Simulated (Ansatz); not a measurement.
# HfC (Fm-3m): modes against uniaxial strain along [001]

Aim: how do the optical modes of HfC (Fm-3m) shift and split under this strain?

Program: Ansatz 0.2.0. Level of theory: DFT LDA, scalar-relativistic, plane waves, PAW; PAW set soft_1. Results are calculated unless marked as measured.

The database entry behind the starting cell differs from later determinations by our own check (about 0.2 % long), so it need not match the best structure at ambient conditions.

### 1. The structure

It takes space group Fm-3m (No. 225, cubic). Conventional cell: a = 4.650 Å, b = 4.650 Å, c = 4.650 Å, α = 90.00°, β = 90.00°, γ = 90.00°. C has 6 Hf at 2.33 Å nearest. Nearest to Hf lie 6 C at 2.33 Å. Farther neighbours are not listed.

### 2. A rough relaxation first

The start is far from rest, so a relaxation with loose tolerances brings it close first.

Contents of input.yaml:

```yaml
crystal:
  lattice:
    - [0.0, 2.325, 2.325]
    - [2.325, 0.0, 2.325]
    - [2.325, 2.325, 0.0]
  atoms:
    - { symbol: C, position: [0.0, 0.0, 0.0] }
    - { symbol: Hf, position: [0.5, 0.5, 0.5] }
kpoints:
  mp_grid: { grid: [8, 8, 8] }
hamiltonian:
  xc: lda
  pseudopotentials: { kind: paw, azcp: { folder: soft_1 }, xc_functional: pbe }
scf:
  occupations: { method: gaussian, width: 0.1 }
output:
  forces: true
  stress: true
  eigenvalues: true
relax:
  adjacent_minimum: "off"
  f_tol: 0.05
  max_steps: 80
  cell: { stress_tol: 0.5 }
```

Run with:

```sh
ansatz run input.yaml --threads 4 --pin off --max-ram 10240MiB --backend cpu --events-out ev --progress --plain --runs-dir out
```

Numbers of over 12 decimals in the logs are rounded to 6 here.

Output:

```text
The last accepted step is kept in <dir> (removed where the run ends without a failure and the disk answers)
Engine: ansatz 0.2.0, aarch64-unknown-linux-gnu
Pseudopotentials: kind: paw
Pseudopotential: C, paw, valence charge 4, recommended cutoff 420 eV (normal), soft_1/C.paw.azcp
Pseudopotential: Hf, paw, valence charge 26, recommended cutoff 420 eV (normal), soft_1/Hf.paw.azcp
Functional definition: SPW92
[...]
--- Relaxed structure (4 steps of the walk, 4 accepted, 1 SCFs on fresh bases) ---
  F+E_penalty+E_count = -15722.50895017 eV   max|allowed force component| = 1.920e-29 eV/Å   (the final SCF, on the basis selected at the relaxed cell)
  cell:  # Å, volume = 23.9142 Å³
    - [0, 2.286695, 2.286695]
    - [2.286695, 0, 2.286695]
    - [2.286695, 2.286695, 0]
  atoms:
    - { symbol: C, position: [0, 0, 0] }
    - { symbol: Hf, position: [0.5, 0.5, 0.5] }
[key lines of the parts left out:]
SCF converged after 6 iterations
Free energy (F): -15722.508950 eV
Fermi energy:    19.221179 eV
P = ⅓ Tr σ = -0.1068 GPa (-1.068 kbar)
```

Run time: 2 s. Hardware: 4 threads of Arm Neoverse V1, shared host; peak memory 0.3 GiB.

Relaxation path:

| step | energy less that of the first step (eV) | largest force component (eV/Å) | pressure (GPa) | volume (Å³) |
| --- | --- | --- | --- | --- |
| 1 | 0.0000 | 0.0000 | -11.88 | 25.14 |
| 2 | -0.0189 | 0.0000 | 11.16 | 22.99 |
| 3 | -0.0486 | 0.0000 | -0.76 | 23.98 |
| 4 | -0.0489 | 0.0000 | -0.04 | 23.91 |
| 5* | -0.0476 | 0.0000 | -0.11 | 23.91 |

Relaxation steps marked * repeat the geometry before them on a plane-wave basis chosen anew for their cell, so energy and pressure can jump there.

Forces are held to the 48 operations that the run works with; a distortion that breaks them can't arise in this run.

| conventional cell, symmetrised | before | after | change |
| --- | --- | --- | --- |
| a (Å) | 4.650 | 4.573 | -1.6 % |
| b (Å) | 4.650 | 4.573 | -1.6 % |
| c (Å) | 4.650 | 4.573 | -1.6 % |
| volume (Å³/atom) | 12.57 | 11.96 | -4.9 % |

Final coordinates:

```
C Hf
1.0
     0.00000    2.28670    2.28670
     2.28670    0.00000    2.28670
     2.28670    2.28670    0.00000
C Hf
1 1
Direct
  0.00000 0.00000 0.00000
  0.50000 0.50000 0.50000
```

Numbers from this step:

```
pressure          : -0.1068 GPa
volume per atom   : 11.96 Å³
gap on the k-mesh : 0 eV
```

In this step the volume went from 12.57 to 11.96 Å³/atom.

### 3. Relaxation

The cell and atoms are relaxed, since residual forces and stress would shift the frequencies.

input.yaml, the sections that differ from step 2:

```yaml
crystal:
  lattice:
    - [0.0, 2.2866954253, 2.2866954253]
    - [2.2866954253, 0.0, 2.2866954253]
    - [2.2866954253, 2.2866954253, 0.0]
  atoms:
    - { symbol: C, position: [0.0, 0.0, 0.0] }
    - { symbol: Hf, position: [0.5, 0.5, 0.5] }
kpoints:
  mp_grid: { grid: [16, 16, 16] }
relax:
  adjacent_minimum: "off"
  f_tol: 0.005
  max_steps: 80
  cell: { stress_tol: 0.05 }
# hamiltonian, scf, output: as in step 2
```

Output:

```text
[...]
Crystal: 2 atoms, lattice volume = 23.914 Å³
Basis set: ecut = 420 eV, 459 PW (Γ)
Bands: 19, of which v1, the nominal top of the filled ones, is band 15 counted from 1 (14 counted from 0)
Symmetry: 48 space group operations
[...]
k-points: 145 of 4096
[...]
k-point 144: bands = [... 11 lower, 9.7222, 16.1576, 16.5250, 16.5250, 23.0216, 23.0216, 26.2692, 26.6937]
--- Relaxed structure (3 steps of the walk, 3 accepted, 1 SCFs on fresh bases) ---
[...]
cell:  # Å, volume = 23.9040 Å³
    - [0, 2.286373, 2.286373]
    - [2.286373, 0, 2.286373]
    - [2.286373, 2.286373, 0]
  atoms:
    - { symbol: C, position: [0, 0, 0] }
    - { symbol: Hf, position: [0.5, 0.5, 0.5] }
[key lines of the parts left out:]
SCF converged after 5 iterations
Free energy (F): -15722.512470 eV
Fermi energy:    19.262264 eV
P = ⅓ Tr σ = -0.0010 GPa (-0.010 kbar)
```

Wall time 4.9 s (4 threads); peak memory 0.37 GiB.

Little changed from the start: no atom moved by 0.005 Å and no cell edge by 0.1 %.

This step gave:

| Item | Value |
| --- | --- |
| pressure | -9.57e-4 GPa |
| volume per atom | 11.95 Å³ |

In this step the volume went from 11.96 to 11.95 Å³/atom.

### 4. Tight relaxation

Phonons need small forces and stress, so the relaxation is finished with tight tolerances on 16×16×16 k points.

input.yaml, the sections that differ from step 3:

```yaml
crystal:
  lattice:
    - [0.0, 2.2863725979, 2.2863725979]
    - [2.2863725979, 0.0, 2.2863725979]
    - [2.2863725979, 2.2863725979, 0.0]
  atoms:
    - { symbol: C, position: [0.0, 0.0, 0.0] }
    - { symbol: Hf, position: [0.5, 0.5, 0.5] }
scf:
  occupations: { method: methfessel_paxton, width: 0.2 }
relax:
  adjacent_minimum: "off"
  f_tol: 0.001
  max_steps: 60
  cell: { stress_tol: 0.01 }
# kpoints, hamiltonian, output: as in step 3
```

Output:

```text
[...]
Crystal: 2 atoms, lattice volume = 23.904 Å³
Basis set: ecut = 420 eV, 459 PW (Γ)
Bands: 19, of which v1, the nominal top of the filled ones, is band 15 counted from 1 (14 counted from 0)
Symmetry: 48 space group operations
[...]
k-points: 145 of 4096
[...]
k-point 144: bands = [... 11 lower, 9.7226, 16.1580, 16.5252, 16.5252, 23.0218, 23.0218, 26.2689, 26.6936]
--- Relaxed structure (1 steps of the walk, 1 accepted, 1 SCFs on fresh bases) ---
[...]
cell:  # Å, volume = 23.9040 Å³
    - [0.0, 2.2863725979, 2.2863725979]
    - [2.2863725979, 0.0, 2.2863725979]
    - [2.2863725979, 2.2863725979, 0.0]
  atoms:
    - { symbol: C, position: [0.0, 0.0, 0.0] }
    - { symbol: Hf, position: [0.500000, 0.500000, 0.500000] }
[key lines of the parts left out:]
SCF converged after 6 iterations
Free energy (F): -15722.511974 eV
Fermi energy:    19.265170 eV
P = ⅓ Tr σ = 0.0079 GPa (0.079 kbar)
```

Elapsed: 2.9 s, on 4 threads; peak memory 0.37 GiB.

Little changed from the start: no atom moved by 0.005 Å and no cell edge by 0.1 %.

This step gave:

| Quantity | Value |
| --- | --- |
| pressure | 0.007896 GPa |

The forces vanish by symmetry and the pressure is 0.008 GPa, within the tolerances set. The cell now holds 11.95 Å³/atom.

### 5. Modes at rest

The force constants come from the linear response of the density to a displacement.

The modes at rest are the reference of the series.

input.yaml, as its differences from that of step 4:

```diff
@@ -16,9 +16,4 @@
 output:
-  forces: true
-  stress: true
   eigenvalues: true
-relax:
-  adjacent_minimum: "off"
-  f_tol: 0.001
-  max_steps: 60
-  cell: { stress_tol: 0.01 }
+phonons:
+  method: dfpt
```

Output:

```text
[...]
Crystal: 2 atoms, lattice volume = 23.904 Å³
Basis set: ecut = 420 eV, 459 PW (Γ), exchange–correlation on 48×48×48 points (8 copies of the dense FFT grid, shifted against one another)
Bands: 19, of which v1, the nominal top of the filled ones, is band 15 counted from 1 (14 counted from 0)
Symmetry: 48 space group operations
k-points: 349 of 4096 (irreducible under 8 space group operations, time reversal used)
[...]
SCF iter   1: F=—  HF=-15723.154503 eV  |F-HF|=—  |Δ(HF+E_count)|=         —  Δρ=9.17e-2  dr2=2.70e0  ethr=3.10e-3  ⟨swp⟩=4.8  Hψ=28927  notcnv=0
[...]
SCF iter  10: F=-15722.511975 eV  HF=-15722.511975 eV  |F-HF|=3.64e-12  |Δ(HF+E_count)|=  5.91e-10  S|Δr|=    0.00e0  Δρ=2.56e-7  dr2=9.81e-12  ethr=1.00e-12  ⟨swp⟩=7.5  Hψ=48535  notcnv=0
SCF 1 converged in 10 iterations: F = -15722.511975 eV  dr2 = 9.81e-12
  Residual-converged pass: ⟨swp⟩=1.0  Hψ=8030  notcnv=0  max |occ|·‖R‖ = 7.1e-9 eV (tolerance 1.0e-8 eV)  dr2=9.81e-12  dr2_onsite=5.34e-12  max |Δocc| = 3.6e-11
[...]
DFPT response loops at Γ: preconditioner auto → Kerker (q_TF=auto, 2.834 Å⁻¹) (partly filled bands, converged f_vac=0.000); β = 1.00, the filter's whole step (`scf.mixing.beta` (0.50) is not read by the response loops under this deck's `scf.mixing.preconditioner`; to damp them name `kerker` or `kerker_dos`, under which they read `scf.mixing.beta`, and type it under 1.00, their step now; both keys bind the ground state too); Broyden in place of MSR1
SCF converged after 10 iterations
[...]
Free energy (F): -15722.511975 eV
[...]
Internal energy: -15722.511147 eV  (E = F + TS)
E sigma→0 (E₀):  -15722.511768 eV
Entropy (-TS):   -0.000828 eV (-0.414 meV/atom)
Fermi energy:    19.265169 eV
[...]
--- Band table (eV; the first three rows and the last of 349) ---
  k-point 0: bands = [... 11 lower, 8.4567, 20.3776, 20.3776, 20.3776, 20.5495, 20.5495, 20.5495, 22.7092]
  k-point 1: bands = [... 11 lower, 8.4568, 19.5299, 19.7878, 19.7878, 20.8082, 20.8082, 21.1602, 23.2520]
  k-point 2: bands = [... 11 lower, 8.4571, 18.4539, 18.9323, 18.9323, 21.1558, 21.1558, 21.6252, 24.3881]
  k-point 348: bands = [... 11 lower, 9.7226, 16.1580, 16.5252, 16.5252, 23.0218, 23.0218, 26.2689, 26.6936]
--- Phonons (Γ-DFPT): 2 representative perturbations + reference, on 349 of 4096 k-points (Σ response iterations 7) ---
  k mesh reduced under 8 symmetry operations, with k and −k counted as one. Each operation leaves every solved perturbation unchanged. A smaller set is not used because it would not reduce the number of displacements times k-points to solve
  ASR residual: 1.533e-4 → 0.000e0 eV/Å²; symmetrization residual: 1.060e-6 eV/Å²
  ASR residual per site (eV/Å²): 1.05e-4 1.53e-4
  Γ frequencies (cm⁻¹): 0.00 0.00 0.00 462.27 462.27 462.27
  non-analytic LO–TO correction: not included (Born effective charges unavailable; polar crystals: no LO–TO splitting at Γ)
```

The job ended after 15 s (4 threads; peak memory 0.76 GiB; 53 s of CPU time).

Numbers from this step:

```yaml
sum_rule_residual_before_enforcement: 1.53e-4 eV/Å²
point_group: m-3m
highest_optical_mode_at_the_zone_centre_no_lo_to_term: 462.3 cm⁻¹
lowest_optical_zone_centre_mode: 462.3 cm⁻¹
```

Patterns of degenerate modes are one choice out of their space. The modes at Γ (shares of kinetic energy by element, %):

| mode | frequency (cm⁻¹) | symmetry | C % | Hf % |
| --- | --- | --- | --- | --- |
| 1 | 0.0 | acoustic | 6 | 94 |
| 2 | 0.0 | acoustic | 6 | 94 |
| 3 | 0.0 | acoustic | 6 | 94 |
| 4 | 462.3 | T1u | 94 | 6 |
| 5 | 462.3 | T1u | 94 | 6 |
| 6 | 462.3 | T1u | 94 | 6 |

Displacements in mode 5 (462.3 cm⁻¹), the largest set to 1:
```
C1   0.00  0.00  1.00
Hf2  0.00  0.00 -0.07
```

Before it was imposed, the acoustic sum rule was missed by 1.5e-4 eV/Å². Small misses are needed for a sound result but don't prove that mesh and cutoff are converged. The lowest optical mode is real, 462 cm⁻¹.

### 6. Relaxation of a member: uniaxial strain of +4 % along [001]

The cell takes a uniaxial strain of +4 % along [001]. The strained length and the angles are held, while the rest of the cell and the atoms relax.

input.yaml, the sections that differ from step 5:

```yaml
crystal:
  lattice:
    - [0.0, 2.2759501893, 2.3778275019]
    - [2.2759501893, 0.0, 2.3778275019]
    - [2.2759501893, 2.2759501893, 0.0]
  atoms:
    - { symbol: C, position: [0.0, 0.0, 0.0] }
    - { symbol: Hf, position: [0.5, 0.5, 0.5] }
  conventional_axes: [[-1, 1, 1], [1, -1, 1], [1, 1, -1]]
output:
  forces: true
  stress: true
  eigenvalues: true
relax:
  adjacent_minimum: "off"
  f_tol: 0.001
  max_steps: 60
  cell: { stress_tol: 0.01, fix: [c, angles] }
# kpoints, hamiltonian, scf: as in step 5
# phonons: removed
```

Output:

```text
[...]
Crystal: 2 atoms, lattice volume = 24.634 Å³
Basis set: ecut = 420 eV, 491 PW (Γ)
Bands: 19, of which v1, the nominal top of the filled ones, is band 15 counted from 1 (14 counted from 0)
Symmetry: 16 space group operations
[...]
k-points: 349 of 4096
[...]
k-point 348: bands = [... 11 lower, 8.2544, 15.8436, 16.8366, 18.8698, 18.8698, 24.0368, 25.4393, 25.4393]
--- Relaxed structure (3 steps of the walk, 3 accepted, 1 SCFs on fresh bases) ---
[...]
cell:  # Å, volume = 24.5655 Å³
    - [0.0, 2.272779, 2.3778275019]
    - [2.272779, 0, 2.3778275019]
    - [2.272779, 2.272779, 0]
  atoms:
    - { symbol: C, position: [0, 0, 0] }
    - { symbol: Hf, position: [0.5, 0.5, 0.5] }
[key lines of the parts left out:]
SCF converged after 7 iterations
Free energy (F): -15722.457008 eV
Fermi energy:    18.709826 eV
P = ⅓ Tr σ = -5.8027 GPa (-58.027 kbar)
```

Wall time 11 s (4 threads); peak memory 0.46 GiB; 41 s of CPU time.

Relaxation path:

| step | energy less that of the first step (eV) | largest force component (eV/Å) | pressure (GPa) | volume (Å³) |
| --- | --- | --- | --- | --- |
| 1 | 0.0000 | 0.0000 | -6.51 | 24.63 |
| 2 | -0.0003 | 0.0000 | -5.49 | 24.54 |
| 3 | -0.0003 | 0.0000 | -5.80 | 24.57 |
| 4* | -0.0002 | 0.0000 | -5.80 | 24.57 |

Relaxation steps marked * repeat the geometry before them on a plane-wave basis chosen anew for their cell, so energy and pressure can jump there.

Forces are held to the 16 operations that the run works with; a distortion that breaks them can't arise in this run.

| conventional cell, symmetrised | before | after | change |
| --- | --- | --- | --- |
| a (Å) | 3.219 | 3.214 | -0.1 % |
| b (Å) | 3.219 | 3.214 | -0.1 % |
| c (Å) | 4.756 | 4.756 | +0.0 % |
| volume (Å³/atom) | 12.32 | 12.28 | -0.3 % |

The relaxed structure:

```
C Hf
1.0
     0.00000    2.27278    2.37783
     2.27278    0.00000    2.37783
     2.27278    2.27278    0.00000
C Hf
1 1
Direct
  0.00000 0.00000 0.00000
  0.50000 0.50000 0.50000
```

This step gave:

| Property | Result |
| --- | --- |
| pressure | -5.803 GPa |
| volume per atom | 12.28 Å³ |

The forces vanish by symmetry.

### 7. Modes of this member: uniaxial strain of +4 % along [001]

The zone-centre modes follow for uniaxial strain of +4 % along [001].

input.yaml, the sections that differ from step 6:

```yaml
crystal:
  lattice:
    - [0.0, 2.2727794986, 2.3778275019]
    - [2.2727794986, 0.0, 2.3778275019]
    - [2.2727794986, 2.2727794986, 0.0]
  atoms:
    - { symbol: C, position: [0.0, 0.0, 0.0] }
    - { symbol: Hf, position: [0.5, 0.5, 0.5] }
output:
  eigenvalues: true
phonons:
  method: dfpt
# kpoints, hamiltonian, scf: as in step 6
# relax: removed
```

Output:

```text
zone centre: on kpoints.mp_grid the ground state, and the responses unless they are solved on pairs of k-points, stand on 621 of the mesh's 4096 k-points, reduced under 8 symmetry operations, with k and −k counted as one. Each operation leaves every solved displacement unchanged or reverses it
[...]
Crystal: 2 atoms, lattice volume = 24.565 Å³
Basis set: ecut = 420 eV, 491 PW (Γ), exchange–correlation on 48×48×48 points (8 copies of the dense FFT grid, shifted against one another)
Bands: 19, of which v1, the nominal top of the filled ones, is band 15 counted from 1 (14 counted from 0)
Symmetry: 16 space group operations
k-points: 621 of 4096 (irreducible under 8 space group operations)
[...]
SCF iter   1: F=—  HF=-15723.098347 eV  |F-HF|=—  |Δ(HF+E_count)|=         —  Δρ=8.99e-2  dr2=2.71e0  ethr=3.10e-3  ⟨swp⟩=4.9  Hψ=51477  notcnv=0
[...]
SCF iter  11: F=-15722.457008 eV  HF=-15722.457008 eV  |F-HF|=3.64e-12  |Δ(HF+E_count)|=  3.64e-12  S|Δr|=    0.00e0  Δρ=7.22e-8  dr2=6.65e-13  ethr=1.00e-12  ⟨swp⟩=4.3  Hψ=101846  notcnv=0
SCF 1 converged in 11 iterations: F = -15722.457008 eV  dr2 = 6.65e-13
[...]
SCF converged after 11 iterations
[...]
Free energy (F): -15722.457008 eV
[...]
Internal energy: -15722.457312 eV  (E = F + TS)
E sigma→0 (E₀):  -15722.457084 eV
Entropy (-TS):   0.000304 eV (0.152 meV/atom)
Fermi energy:    18.709825 eV
[...]
--- Band table (eV; the first three rows and the last of 621) ---
  k-point 0: bands = [... 11 lower, 7.7779, 19.6277, 19.6619, 19.8683, 19.8683, 20.1528, 20.1528, 21.5943]
  k-point 1: bands = [... 11 lower, 7.7776, 18.9268, 19.0870, 19.3367, 20.1242, 20.3558, 20.6049, 22.1294]
  k-point 2: bands = [... 11 lower, 7.7775, 17.8773, 18.2680, 18.4956, 20.4801, 20.6709, 21.0262, 23.2147]
  k-point 620: bands = [... 11 lower, 8.2544, 15.8436, 16.8366, 18.8698, 18.8698, 24.0368, 25.4393, 25.4393]
[...]
ASR residual: 4.472e-5 → 0.000e0 eV/Å²; symmetrization residual: 1.148e-6 eV/Å²
  ASR residual per site (eV/Å²): 7.16e-6 4.47e-5
  Γ frequencies (cm⁻¹): 0.00 0.00 0.00 351.05 478.22 478.22
[...]
```

The job ended after 37 s (4 threads; peak memory 1.1 GiB; 2.3 min of CPU time).

Numbers from this step:

* sum-rule residual before enforcement: 4.47e-5 eV/Å²
* point group: 4/mmm
* highest optical mode at the zone centre (no LO-TO term): 478.2 cm⁻¹
* lowest optical zone-centre mode: 351.1 cm⁻¹

Patterns of degenerate modes are one choice out of their space. The modes at Γ (shares of kinetic energy by element, %):

| mode | frequency (cm⁻¹) | symmetry | C % | Hf % |
| --- | --- | --- | --- | --- |
| 1 | 0.0 | acoustic | 6 | 94 |
| 2 | 0.0 | acoustic | 6 | 94 |
| 3 | 0.0 | acoustic | 6 | 94 |
| 4 | 351.1 | A2u | 94 | 6 |
| 5 | 478.2 | Eu | 94 | 6 |
| 6 | 478.2 | Eu | 94 | 6 |

Displacements in mode 4 (351.1 cm⁻¹), the largest set to 1:
```
C1   0.00  0.00  1.00
Hf2  0.00  0.00 -0.07
```

Displacements in mode 5 (478.2 cm⁻¹), the largest set to 1:
```
C1   0.00  1.00  0.00
Hf2  0.00 -0.07  0.00
```

The lowest optical mode is real, 351 cm⁻¹, and the highest lies at 478.2 cm⁻¹.

For the highest optical mode at the zone centre (no LO-TO term), step 5 gave 462 cm⁻¹; this run, with strain 4 %, gives 478 cm⁻¹ (+3 %).

### 8. A member of the series: uniaxial strain of -4 % along [001]

The cell takes a uniaxial strain of -4 % along [001]. The strained length and the angles are held, while the rest of the cell and the atoms relax.

input.yaml, the sections that differ from step 7:

```yaml
crystal:
  lattice:
    - [0.0, 2.2979538536, 2.1949176939]
    - [2.2979538536, 0.0, 2.1949176939]
    - [2.2979538536, 2.2979538536, 0.0]
  atoms:
    - { symbol: C, position: [0.0, 0.0, 0.0] }
    - { symbol: Hf, position: [0.5, 0.5, 0.5] }
  conventional_axes: [[-1, 1, 1], [1, -1, 1], [1, 1, -1]]
output:
  forces: true
  stress: true
  eigenvalues: true
relax:
  adjacent_minimum: "off"
  f_tol: 0.001
  max_steps: 60
  cell: { stress_tol: 0.01, fix: [c, angles] }
# kpoints, hamiltonian, scf: as in step 7
# phonons: removed
```

Output:

```text
[...]
Crystal: 2 atoms, lattice volume = 23.181 Å³
Basis set: ecut = 420 eV, 443 PW (Γ)
Bands: 19, of which v1, the nominal top of the filled ones, is band 15 counted from 1 (14 counted from 0)
Symmetry: 16 space group operations
[...]
k-points: 349 of 4096
[...]
k-point 348: bands = [... 11 lower, 9.2411, 17.6401, 17.8096, 19.7043, 19.7043, 25.5452, 27.0382, 27.0382]
--- Relaxed structure (3 steps of the walk, 3 accepted, 1 SCFs on fresh bases) ---
[...]
cell:  # Å, volume = 23.2623 Å³
    - [0, 2.301984, 2.1949176939]
    - [2.301984, 0, 2.1949176939]
    - [2.301984, 2.301984, 0]
  atoms:
    - { symbol: C, position: [0, 0, 0] }
    - { symbol: Hf, position: [0.5, 0.5, 0.5] }
[key lines of the parts left out:]
SCF converged after 7 iterations
Free energy (F): -15722.438927 eV
Fermi energy:    19.888236 eV
P = ⅓ Tr σ = 8.6560 GPa (86.560 kbar)
```

Elapsed: 10 s, on 4 threads; peak memory 0.45 GiB.

[end of part 1 of 2]

[Logs are printed without paths, hosts, clocks, repeated set-up lines and the standing remarks that a program may print on its own settings, such as how far it seeks lower states.]

[Hosts, paths, dates, database ids (printed as entryN), source tags and the programs' standing remarks are cut or masked in the printed files.]
